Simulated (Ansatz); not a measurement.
## How La2O3 absorbs and reflects light

Aim: the dielectric function of La2O3, and the optical constants that follow from it.

Main program and level: Ansatz 0.2.0; DFT, PBE, plane-wave PAW, default files, scalar-relativistic, independent-particle optical response without local fields.

**1. Starting point**

It takes space group P-3m1 (No. 164, trigonal). Conventional cell: a = 3.931 Å, b = 3.931 Å, c = 6.112 Å, α = 90.00°, β = 90.00°, γ = 120.00°. Nearest to La lie 7 O at 2.36 to 2.72 Å. Nearest to O lie 6 La at 2.72 Å. O has 4 La at 2.36 to 2.44 Å nearest. Farther neighbours and most contacts between anions are not listed.

**2. Ground state and bands**

First the ground state: is it a metal or has it a gap?

This step: DFT, PBE, plane-wave PAW, default files, scalar-relativistic, ground state (Ansatz 0.2.0).

input.yaml

```yaml
crystal:
  lattice:
    - [3.930777878, 0.0, 0.0]
    - [-1.965388939, 3.404153499, 0.0]
    - [0.0, 0.0, 6.11195352]
  atoms:
    - { symbol: La, position: [0.3333333333, 0.6666666667, 0.24623568] }
    - { symbol: La, position: [0.6666666667, 0.3333333333, 0.75376432] }
    - { symbol: O, position: [0.0, 0.0, 0.0] }
    - { symbol: O, position: [0.3333333333, 0.6666666667, 0.64589065] }
    - { symbol: O, position: [0.6666666667, 0.3333333333, 0.35410935] }
kpoints:
  mp_grid: { grid: [7, 7, 4] }
  band_path:
    path:
      - [[0.0, 0.0, 0.0], [0.5, 0.0, 0.0], [0.33333333, 0.33333333, 0.0], [0.0, 0.0, 0.0], [0.0, 0.0, 0.5], [0.5, 0.0, 0.5], [0.33333333, 0.33333333, 0.5], [0.0, 0.0, 0.5]]
      - [[0.5, 0.0, 0.5], [0.5, 0.0, 0.0]]
      - [[0.33333333, 0.33333333, 0.0], [0.33333333, 0.33333333, 0.5]]
    npoints: 6
scf:
  occupations: { method: fermi_dirac, width: 0.05 }
  n_extra_bands: 9
hamiltonian:
  xc: pbe
  pseudopotentials: { kind: paw }
output:
  forces: true
  stress: true
  populations: true
  write_bands: true
  write_density: true
  write_potential: true
  elf: true
  volumetric_format: npy
```

On the command line:

```bash
> ansatz run input.yaml --threads 4 --pin off --max-ram 8192MiB --backend cpu --events-out ev --progress --plain --runs-dir out
```

Numbers of over 12 decimals in the logs are rounded to 6 here.

Log:

```text
La: projections on atomic orbitals take those of the free atom [Kr 4d10] 4f0 5s2 5p6 5d1 6s2, of charge +0.00 (hamiltonian.pseudopotentials.projection_atoms); the dataset's partial waves leave at most 1.9e-5 of an orbital's norm unspanned inside its sphere
scf.n_extra_bands = 9 over 20 filled bands (N_el = 40.0): the run solves 29 bands
Engine: ansatz 0.2.0, x86_64-unknown-linux-gnu
Pseudopotentials: kind: paw
Pseudopotential: La, paw, valence charge 11, recommended cutoff 420 eV (normal), La.paw.azcp
Pseudopotential: O, paw, valence charge 6, recommended cutoff 420 eV (normal), O.paw.azcp
Functional definition: PBE
  parameter kappa = 0.804
  parameter beta = 0.066725
  exchange = pbe_x(kappa = kappa, mu = beta*pi^2/3)
  correlation = pbe_c(beta = beta)
Crystal: 5 atoms, lattice volume = 81.784 Å³
Basis set: ecut = 420 eV, 1641 PW (Γ), exchange–correlation on 54×54×90 points (8 copies of the dense FFT grid, shifted against one another)
Bands: 29, of which v1, the nominal top of the filled ones, is band 20 counted from 1 (19 counted from 0)
Symmetry: 12 space group operations
Space group: P-3m1 (ITA 164), of the structure as read, at distance tolerance 4.3e-5 Å
k-points: 28 of 196
Non-local potential: La, projectors of the file, l = 0: 3, l = 1: 2, l = 2: 2, l = 3: 3
Non-local potential: O, projectors of the file, l = 0: 2, l = 1: 2, l = 2: 1
PAW form: soft (Blöchl's): semilocal exchange-correlation on the pseudo side does not see the compensation charge
PAW one-centre angular grid: La, 590 points (default); XC on 64 Gauss nodes
PAW one-centre angular grid: O, 110 points (default); XC on 64 Gauss nodes
Initial density: superposition of atomic densities (neutral atoms: chi_scale 0, normalization atom), corrected by the library's trained network
Initial wavefunctions: pseudopotential atomic-orbital guess
Functional: x = pbe(κ = 0.804, μ = 0.219515), c = pbe(β = 0.066725)
SCF iter   1: F=—  HF=-14212.059096 eV  |F-HF|=—  |Δ(HF+E_count)|=         —  Δρ=2.30e-3  dr2=4.46e-3  ethr=1.77e-3  ⟨swp⟩=5.1  Hψ=3493  notcnv=0
preconditioner: auto → Resta (q_TF=auto, 2.422 Å⁻¹)  ε∞=4.7  [insulator: Δε(μ)=3.930 eV  Ē_g=12.747 eV  σ=0.050 eV  W_gap=1.00  n_scr=22 (ndim 8)  ℏωp=24.6 eV  f_vac=0.023  D(μ)=0.00/eV (n_scr^D=0)  ε∞_Penn≈4.7]
SCF iter   2: F=—  HF=-14212.059570 eV  |F-HF|=—  |Δ(HF+E_count)|=   4.74e-4  Δρ=1.43e-3  dr2=9.49e-4  ethr=1.12e-5  ⟨swp⟩=2.1  Hψ=1624  notcnv=0  defer=4
SCF iter   3: F=—  HF=-14212.059998 eV  |F-HF|=—  |Δ(HF+E_count)|=   4.28e-4  Δρ=6.65e-4  dr2=3.64e-4  ethr=2.37e-6  ⟨swp⟩=2.0  Hψ=1141  notcnv=0  defer=4
SCF iter   4: F=—  HF=-14212.060182 eV  |F-HF|=—  |Δ(HF+E_count)|=   1.84e-4  Δρ=1.04e-4  dr2=7.67e-6  ethr=9.11e-7  ⟨swp⟩=2.4  Hψ=1099  notcnv=0  defer=4
SCF iter   5: F=—  HF=-14212.060169 eV  |F-HF|=—  |Δ(HF+E_count)|=   1.31e-5  Δρ=5.85e-5  dr2=2.63e-6  ethr=1.92e-8  ⟨swp⟩=2.0  Hψ=1200  notcnv=0  defer=4
SCF iter   6: F=—  HF=-14212.060169 eV  |F-HF|=—  |Δ(HF+E_count)|=   1.10e-7  Δρ=2.51e-5  dr2=3.84e-7  ethr=6.57e-9  ⟨swp⟩=2.0  Hψ=1195  notcnv=0  defer=4
SCF iter   7: F=-14212.060169 eV  HF=-14212.060169 eV  |F-HF|=2.61e-8  |Δ(HF+E_count)|=   4.13e-8  Δρ=5.63e-6  dr2=2.51e-8  ethr=2.50e-10  ⟨swp⟩=14.5  Hψ=6207  notcnv=0
SCF 1 converged in 7 iterations: F = -14212.060169 eV  dr2 = 2.51e-8
  greatest PAW one-centre occupation: 0.973 electrons in one spin orbital (limit 2), on the La atom at site 1 (counted from 0), in its partial waves of l = 0
NSCF: frozen V_eff on 57 k-points
SCF converged after 7 iterations
Free energy (F): -14212.060169 eV
Harris-Foulkes:  -14212.060169 eV  (|F-HF|=2.61e-8)
Internal energy: -14212.060169 eV  (E = F + TS)
E sigma→0 (E₀):  -14212.060169 eV
Fermi energy:    11.655955 eV
--- Per-component energies (eV) ---
  E_band       = -6.404838
  E_kinetic    = 912.934383
  E_local      = -1532.902888  (includes V_loc(G=0)·N_el)
  E_nonlocal   = 336.615106
  E_hartree    = 547.315177
  E_xc         = -503.632518
  E_vxc        = -582.212765  (∫ρ·V_xc dr)
  E_paw        = -11307.954176  (= ΣΔE_a)
  E_vpaw       = -235.474491  (= ΣTr[D̂ρ^β])
  E_aug_tail   = 0.007195  (compensation charges beyond the density's cutoff)
  E_ewald      = -2664.442448
  E_smearing   = -0.000000  (= −TS)
  E_closure    = -0.000000  (closes the sum)
  Σ components = -14212.060169   (vs F -14212.060169, Δ=0.00e0)
--- Forces (eV/Å), atoms counted from 1 ---
  atom   1  La    -0.00000000     0.00000000    -0.01603729
  atom   2  La     0.00000000    -0.00000000     0.01603729
  atom   3  O      0.00000000     0.00000000     0.00000000
  atom   4  O     -0.00000000    -0.00000000     0.00711934
  atom   5  O     -0.00000000     0.00000000    -0.00711934
  max |Σ_I F_I| component: 7.40e-17 eV/Å
--- Stress (GPa, compression-positive) ---
        1.806241      -0.000000      -0.000000
       -0.000000       1.806241      -0.000000
       -0.000000       0.000000       2.072691
  P = ⅓ Tr σ = 1.8951 GPa (18.951 kbar)
--- Band table (eV; the first three rows and the last of 28) ---
  k-point 0: bands = [... 16 lower, 8.0512, 9.3278, 9.3278, 9.5904, 13.9924, 14.2808, 14.2808, 14.8588, ... 5 higher]
  k-point 1: bands = [... 16 lower, 8.4163, 9.2947, 9.3731, 9.3731, 14.1283, 14.3412, 14.3412, 14.8332, ... 5 higher]
  k-point 2: bands = [... 16 lower, 8.6997, 8.9253, 9.4245, 9.4245, 14.3519, 14.3960, 14.3960, 14.6287, ... 5 higher]
  k-point 27: bands = [... 16 lower, 9.1135, 9.2843, 9.3523, 9.6643, 14.0212, 14.4231, 14.4986, 14.7592, ... 5 higher]
--- Löwdin populations: 5 sites ---
  site symbol       q [e]
     0     La     10.1057
     1     La     10.1057
     2      O      6.6776
     3      O      6.5100
     4      O      6.5100
  spilling = 0.002272 (of n_electrons = 40.000000)
```

Elapsed: 0.83 s, on 4 threads of AMD EPYC 9R45, shared host; peak memory 0.47 GiB.

The column dr2 measures how far the density is from self-consistency, as an energy; F and HF (Harris–Foulkes) agree once it is small.

Read-outs, printed or worked out from the files:

- free energy: -14212.0602 eV
- Fermi energy: 11.66 eV
- gap by band count: 3.895 eV
- electrons: 40
- symmetry operations: 12
- pressure: 1.895 GPa
- gap on the k-mesh: 3.895 eV
- volume: 81.78 Å³
- gap on the path: 3.841 eV
- least direct gap on the path: 3.966 eV

There is a gap, 3.84 eV on the path, so no carriers' term is needed. The cell is left with a pressure of 1.9 GPa and forces up to 0.02 eV/Å, as it stands unrelaxed at this level.

Electronic bands along the path, in eV, zero at the Fermi level; v1 is the highest filled band, c1 the lowest empty one:

```csv
point,v4,v3,v2,v1,c1,c2,c3,c4
Γ,-3.60,-2.33,-2.33,-2.07,2.34,2.62,2.62,3.20
halfway,-2.92,-2.84,-2.32,-2.17,2.24,2.69,2.95,3.25
M,-2.68,-2.60,-2.36,-2.24,1.90,2.72,3.15,3.20
halfway,-2.74,-2.60,-2.42,-2.28,1.96,2.65,3.00,3.07
K,-2.77,-2.77,-2.74,-2.05,1.91,2.76,2.76,2.98
halfway,-2.87,-2.73,-2.50,-2.13,2.23,2.61,3.00,3.18
Γ,-3.60,-2.33,-2.33,-2.07,2.34,2.62,2.62,3.20
halfway,-3.24,-2.36,-2.28,-2.28,2.47,2.69,2.69,3.18
A,-2.96,-2.73,-2.23,-2.23,2.70,2.74,2.74,2.97
halfway,-3.23,-2.48,-2.26,-2.06,2.46,2.86,2.90,3.06
L,-2.90,-2.65,-2.31,-1.94,2.43,2.65,3.05,3.18
halfway,-2.79,-2.54,-2.12,-2.01,2.47,2.56,3.02,3.10
H,-2.50,-2.22,-2.22,-2.17,2.29,2.86,2.92,2.92
halfway,-3.02,-2.53,-2.21,-2.04,2.53,2.72,2.93,3.11
A,-2.96,-2.73,-2.23,-2.23,2.70,2.74,2.74,2.97
jump to L,-2.90,-2.65,-2.31,-1.94,2.43,2.65,3.05,3.18
halfway,-2.80,-2.50,-2.33,-2.15,2.13,2.73,3.09,3.21
M,-2.68,-2.60,-2.36,-2.24,1.90,2.72,3.15,3.20
jump to K,-2.77,-2.77,-2.74,-2.05,1.91,2.76,2.76,2.98
halfway,-2.63,-2.43,-2.43,-2.10,2.07,2.86,2.86,2.95
H,-2.50,-2.22,-2.22,-2.17,2.29,2.86,2.92,2.92
```

Valence density in the ac plane at fractional y = 0.333, with atoms of La and O within 0.2 Å of it. It is the smooth field of the valence electrons, not physical close to the nuclei.

Ten steps, logarithmic in the rise over the least value, from '0' (0.0 e/Å³) to '9' (6.9 e/Å³), each cell a mean:
```
12221112333211
11111124555432
11111246666653
21111356666654
21112456666664
22222456666664
22222356666654
22222235666543
11111123444421
01110112333311
00000123455421
10000135787642
11111247899753
22322347999853
23333346898743
33443234566532
23333222343322
22332111111111
12222100000000
12221100000000
12222100000001
```
Atoms in or near the plane, at fractional coordinates: La at (0.67, 0.75), O at (0.67, 0.35).

ELF in the ac plane at fractional y = 0.333, with atoms of La and O within 0.2 Å of it. It is the smooth field of the valence electrons, not physical close to the nuclei.

Values, 21 rows by 14 columns, each cell a mean:
```
0.22 0.35 0.42 0.39 0.26 0.11 0.09 0.24 0.41 0.50 0.46 0.31 0.13 0.10
0.12 0.22 0.29 0.25 0.14 0.10 0.25 0.61 0.76 0.80 0.79 0.68 0.38 0.14
0.08 0.08 0.10 0.09 0.07 0.21 0.59 0.83 0.83 0.78 0.81 0.84 0.71 0.36
0.11 0.06 0.06 0.06 0.08 0.36 0.74 0.81 0.62 0.39 0.51 0.76 0.81 0.54
0.15 0.08 0.11 0.09 0.11 0.44 0.78 0.72 0.30 0.03 0.15 0.60 0.81 0.62
0.14 0.14 0.24 0.20 0.14 0.40 0.76 0.75 0.38 0.09 0.23 0.65 0.82 0.59
0.13 0.25 0.42 0.34 0.18 0.28 0.65 0.82 0.72 0.59 0.66 0.79 0.76 0.42
0.13 0.32 0.49 0.42 0.21 0.15 0.39 0.72 0.80 0.82 0.82 0.76 0.53 0.21
0.12 0.30 0.44 0.38 0.19 0.08 0.12 0.30 0.45 0.52 0.49 0.36 0.17 0.08
0.08 0.17 0.26 0.22 0.11 0.06 0.07 0.15 0.21 0.26 0.24 0.17 0.10 0.06
0.06 0.06 0.08 0.07 0.06 0.10 0.25 0.48 0.60 0.65 0.63 0.53 0.34 0.15
0.07 0.04 0.04 0.04 0.06 0.20 0.50 0.76 0.81 0.79 0.80 0.79 0.63 0.31
0.09 0.10 0.14 0.13 0.10 0.24 0.59 0.81 0.73 0.54 0.64 0.80 0.71 0.38
0.13 0.26 0.41 0.35 0.19 0.22 0.55 0.80 0.68 0.41 0.56 0.79 0.70 0.33
0.20 0.43 0.60 0.52 0.30 0.19 0.43 0.77 0.78 0.70 0.75 0.79 0.59 0.23
0.24 0.48 0.62 0.56 0.35 0.16 0.25 0.62 0.77 0.81 0.80 0.70 0.37 0.14
0.20 0.39 0.51 0.46 0.30 0.12 0.12 0.37 0.59 0.68 0.65 0.47 0.18 0.09
0.12 0.21 0.27 0.25 0.16 0.08 0.06 0.13 0.26 0.35 0.31 0.18 0.07 0.06
0.09 0.13 0.15 0.14 0.11 0.07 0.05 0.05 0.08 0.11 0.09 0.06 0.04 0.06
0.17 0.21 0.23 0.22 0.18 0.11 0.06 0.03 0.03 0.03 0.03 0.03 0.05 0.10
0.25 0.34 0.38 0.36 0.28 0.15 0.07 0.05 0.06 0.08 0.07 0.05 0.06 0.12
```
Atoms in or near the plane, at fractional coordinates: La at (0.67, 0.75), O at (0.67, 0.35).

**3. Spectrum**

With the density converged, the vertical transitions are summed over the zone.

This step: DFT, PBE, plane-wave PAW, default files, scalar-relativistic, independent-particle optical response without local fields (Ansatz 0.2.0).

input.yaml, the sections that differ from step 2:

```yaml
kpoints:
  mp_grid: { grid: [7, 7, 4] }
scf:
  occupations: { method: fixed }
output:
  optics:
    e_range: [0, 22]
    de: 0.05
    sigma: 0.1
    nscf_kmesh: { grid: [9, 9, 5] }
    bands: { spectra_wanted_up_to: 22 }
# crystal, hamiltonian: as in step 2
```

Log:

```text
[...]
Crystal: 5 atoms, lattice volume = 81.784 Å³
Basis set: ecut = 420 eV, 1641 PW (Γ)
Bands: 25, of which v1, the nominal top of the filled ones, is band 20 counted from 1 (19 counted from 0)
Symmetry: 12 space group operations
[...]
k-points: 28 of 196
[...]
SCF iter   1: F=—  HF=-14212.059132 eV  |F-HF|=—  |Δ(HF+E_count)|=         —  Δρ=2.31e-3  dr2=4.49e-3  ethr=1.77e-3  ⟨swp⟩=4.8  Hψ=2903  notcnv=0  defer=68
[...]
SCF iter  10: F=-14212.060279 eV  HF=-14212.060279 eV  |F-HF|=1.27e-11  |Δ(HF+E_count)|=  2.71e-10  Δρ=8.15e-8  dr2=7.17e-12  ethr=1.00e-12  ⟨swp⟩=11.7  Hψ=3343  notcnv=0
SCF 1 converged in 10 iterations: F = -14212.060279 eV  dr2 = 7.17e-12
[...]
NSCF: frozen V_eff on 50 k-points
[...]
output.optics: what the bands over the 65 summed would add to eps1, eps2 and the energy-loss function is held between a lower and an upper bound (8 Lanczos steps). eps1, eps2 and their loss function (loss_summed_bands) are given on every row as the summed bands alone make them. Along an axis, on a row where the two bounds hold the loss function to about 1 % of the greater of itself and 0.5 % of |1/eps|, its cell (loss_completed) is given, with the completed eps1 and eps2 that it is formed of (a cell that is left empty reads nan in the table and null in the record). The two bounds hold it so along every axis on all 441 rows up to 22.000 eV. [rest of the remark cut]
SCF converged after 10 iterations
Free energy (F): -14212.060279 eV
[...]
Internal energy: -14212.060279 eV  (E = F + TS)
E sigma→0 (E₀):  -14212.060279 eV
Fermi energy:    9.692960 eV
[...]
--- Band table (eV; the first three rows and the last of 28) ---
  k-point 0: bands = [... 16 lower, 8.0512, 9.3278, 9.3278, 9.5904, 13.9925, 14.2808, 14.2808, 14.8589, ... 1 higher]
  k-point 1: bands = [... 16 lower, 8.4164, 9.2947, 9.3731, 9.3731, 14.1284, 14.3412, 14.3412, 14.8332, ... 1 higher]
  k-point 2: bands = [... 16 lower, 8.6998, 8.9253, 9.4246, 9.4246, 14.3520, 14.3961, 14.3961, 14.6287, ... 1 higher]
  k-point 27: bands = [... 16 lower, 9.1135, 9.2843, 9.3523, 9.6643, 14.0214, 14.4231, 14.4987, 14.7592, ... 1 higher]
```

The job ended after 26 s (4 threads; peak memory 1.6 GiB).

Numbers from this step:

| Property | Result |
| --- | --- |
| electronic dielectric constant ε∞, mean over x, y and z (by symmetry where fewer were run) | 4.970 |
| absorption onset, first axis (α over 10⁴ cm⁻¹, or the direct gap if that lies higher) | 4.091 eV |
| main peak of Im epsilon, first axis | 9.881 eV |
| centre of weight of the strongest loss peak in the window | 13.00 eV |
| least direct gap on the mesh | 3.967 eV |
| bands summed | 65 |
| spectra valid up to | 25.67 eV |
| program's estimate of the k-sum error in Im epsilon | 0.07 % |
| electrons in the f-sum | 29.95 |

The Im ε has structure finer than the step of the table below, so its rows give means over 1 eV, whole bins alone (the curve runs from 0 to 22 eV). Peaks (eV: height): E ∥ x or y 5.0: 4.91, 6.5: 6.63, 7.2: 7.74, 9.9: 8.56, 17.6: 3.12, 20.4: 3.24; E ∥ z 5.9: 7.32, 6.5: 6.51, 7.5: 7.63, 9.2: 7.67, 9.9: 6.63, 18.3: 4.06, 20.7: 3.40.

The Im ε by photon energy; means over each step:

```csv
photon energy (eV),E ∥ x or y,E ∥ z
3,0,0
4,0.545,0.636
5,3.78,3.85
6,5.95,6.32
7,6.08,5.81
8,5.20,4.94
9,5.55,5.97
10,6.65,4.90
11,2.40,1.41
12,1.28,0.734
13,0.588,0.336
14,0.664,0.499
15,0.907,0.853
16,1.17,1.71
17,1.26,1.72
18,2.40,3.24
19,2.06,2.59
20,2.30,2.64
21,2.61,2.89
```

The Re ε by photon energy:

```csv
photon energy (eV),E ∥ x or y,E ∥ z
0,5.00,4.91
1,5.07,4.98
2,5.32,5.23
3,5.88,5.79
4,7.57,7.52
5,7.33,8.98
6,6.03,3.93
7,5.05,4.01
8,2.13,1.21
9,2.03,2.57
10,-2.18,-2.80
11,-1.99,-1.40
12,-0.904,-0.164
13,0.0645,0.703
14,1.02,1.64
15,1.27,2.05
16,1.40,2.43
17,2.09,2.44
18,1.03,2.24
19,1.33,0.816
20,1.14,1.15
21,0.488,-0.159
22,0.313,-0.499
```

The refractive index n and extinction k by photon energy:

```csv
photon energy (eV),"n, E ∥ x or y","k, E ∥ x or y","n, E ∥ z","k, E ∥ z"
0,2.24,0,2.22,0
1,2.25,0,2.23,0
2,2.31,0,2.29,0
3,2.42,0,2.41,0
4,2.75,0.00215,2.74,0.0101
5,2.84,0.864,3.05,0.550
6,2.73,1.18,2.44,1.43
7,2.48,1.05,2.30,1.13
8,1.94,1.29,1.71,1.31
9,1.97,1.36,2.04,1.27
10,1.75,2.29,1.35,2.15
11,0.700,1.58,0.498,1.29
12,0.552,1.10,0.524,0.662
13,0.544,0.481,0.861,0.193
14,1.05,0.308,1.30,0.225
15,1.19,0.372,1.46,0.270
16,1.28,0.479,1.65,0.529
17,1.49,0.382,1.62,0.441
18,1.35,0.885,1.74,0.898
19,1.37,0.747,1.25,0.862
20,1.30,0.734,1.35,0.827
21,1.23,1.02,1.18,1.25
22,1.14,0.990,1.13,1.33
```

The loss function −Im 1/ε at q → 0 has structure finer than the step of the table below, so its rows give means over 1 eV, whole bins alone (the curve runs from 0 to 22 eV). Peaks (eV: height): E ∥ x or y 13.0: 1.88; E ∥ z 12.2: 1.68, 12.6: 1.71, 21.4: 0.429.

Table of loss function −Im 1/ε at q → 0 by energy loss; means over each step:

```csv
energy loss (eV),E ∥ x or y,E ∥ z
3,0,0
4,0.00710,0.00871
5,0.0482,0.0407
6,0.0842,0.0997
7,0.114,0.123
8,0.166,0.184
9,0.150,0.149
10,0.132,0.163
11,0.274,0.415
12,0.568,1.27
13,1.35,0.733
14,0.501,0.179
15,0.335,0.158
16,0.347,0.222
17,0.201,0.207
18,0.333,0.214
19,0.339,0.351
20,0.336,0.338
21,0.369,0.347
```

The reflectivity at normal incidence has structure finer than the step of the table below, so its rows give means over 0.5 eV, whole bins alone (the curve runs from 0 to 22 eV). Peaks (eV: height): E ∥ x or y 7.25: 31.8, 10.20: 51.3, 11.70: 44.3, 17.70: 16.8, 21.85: 20.0; E ∥ z 5.40: 31.0, 7.55: 33.0, 10.55: 54.0, 18.40: 23.1.

Table of reflectivity at normal incidence by photon energy; means over each step:

```csv
photon energy (eV),E ∥ x or y (%),E ∥ z (%)
0.5,14.7,14.4
1.0,14.8,14.5
1.5,15.2,14.9
2.0,15.6,15.3
2.5,16.3,16.0
3.0,17.3,17.1
3.5,18.9,18.6
4.0,22.1,22.0
4.5,25.1,24.1
5.0,26.0,27.0
5.5,26.8,29.9
6.0,27.8,28.2
6.5,26.9,26.4
7.0,26.6,24.4
7.5,29.4,30.8
8.0,25.0,24.8
8.5,23.7,22.4
9.0,26.0,28.2
9.5,31.2,35.4
10.0,44.9,45.1
10.5,49.4,52.2
11.0,47.2,47.2
11.5,39.2,34.8
12.0,39.6,24.1
12.5,31.0,10.9
13.0,17.3,1.89
13.5,3.67,0.705
14.0,2.50,2.46
14.5,3.10,3.35
15.0,3.48,4.73
15.5,5.48,7.86
16.0,5.50,9.40
16.5,4.31,8.71
17.0,6.23,8.42
17.5,13.3,13.4
18.0,14.3,16.7
18.5,10.2,21.9
19.0,11.4,15.4
19.5,13.0,16.9
20.0,11.5,14.6
20.5,17.3,19.8
21.0,18.7,25.0
21.5,18.4,21.9
```

At chosen wavelengths:

```csv
wavelength (nm),n xy,k xy,R (%) xy,1/α xy,n z,k z,R (%) z,1/α z
1064,2.26,0.000,14.9,over 1 mm,2.24,0.000,14.6,over 1 mm
800,2.28,0.000,15.2,over 1 mm,2.26,0.000,14.9,over 1 mm
633,2.30,0.000,15.6,over 1 mm,2.28,0.000,15.3,over 1 mm
365,2.50,0.000,18.4,over 1 mm,2.49,0.000,18.2,over 1 mm
308,2.77,0.006,22.1,4.3 µm,2.76,0.015,22.0,1.6 µm
248,2.84,0.863,26.7,23 nm,3.05,0.549,26.9,36 nm
193,2.50,1.327,28.6,12 nm,2.45,1.209,26.7,13 nm
```

Rows near the edge hang on the gap, which this functional as a rule makes too small, and phonon-assisted absorption is left out.

Through 1 µm of it, D65 light comes out colourless, dimmed by reflection (x = 0.315, y = 0.331; 73 % transmitted).

At 1064 nm the birefringence n(z) − n(x) is -0.020: the crystal is uniaxial negative at this level.

The f-sum over the summed bands holds 29.9 of the cell's 40 electrons outside the frozen cores, 22 of which lie in bands more than 12 eV below the Fermi level, whose transitions come at higher energies. Up to 22 eV the strength has a mean oscillator energy of 10.0 eV, close to the main peak.

(Part 1 of 2 ends here.)

[Logs are printed without paths, hosts, clocks, repeated set-up lines and the standing remarks that a program may print on its own settings, such as how far it seeks lower states.]

[Hosts, paths, dates, database ids (printed as entryN), source tags and the programs' standing remarks are cut or masked in the printed files.]
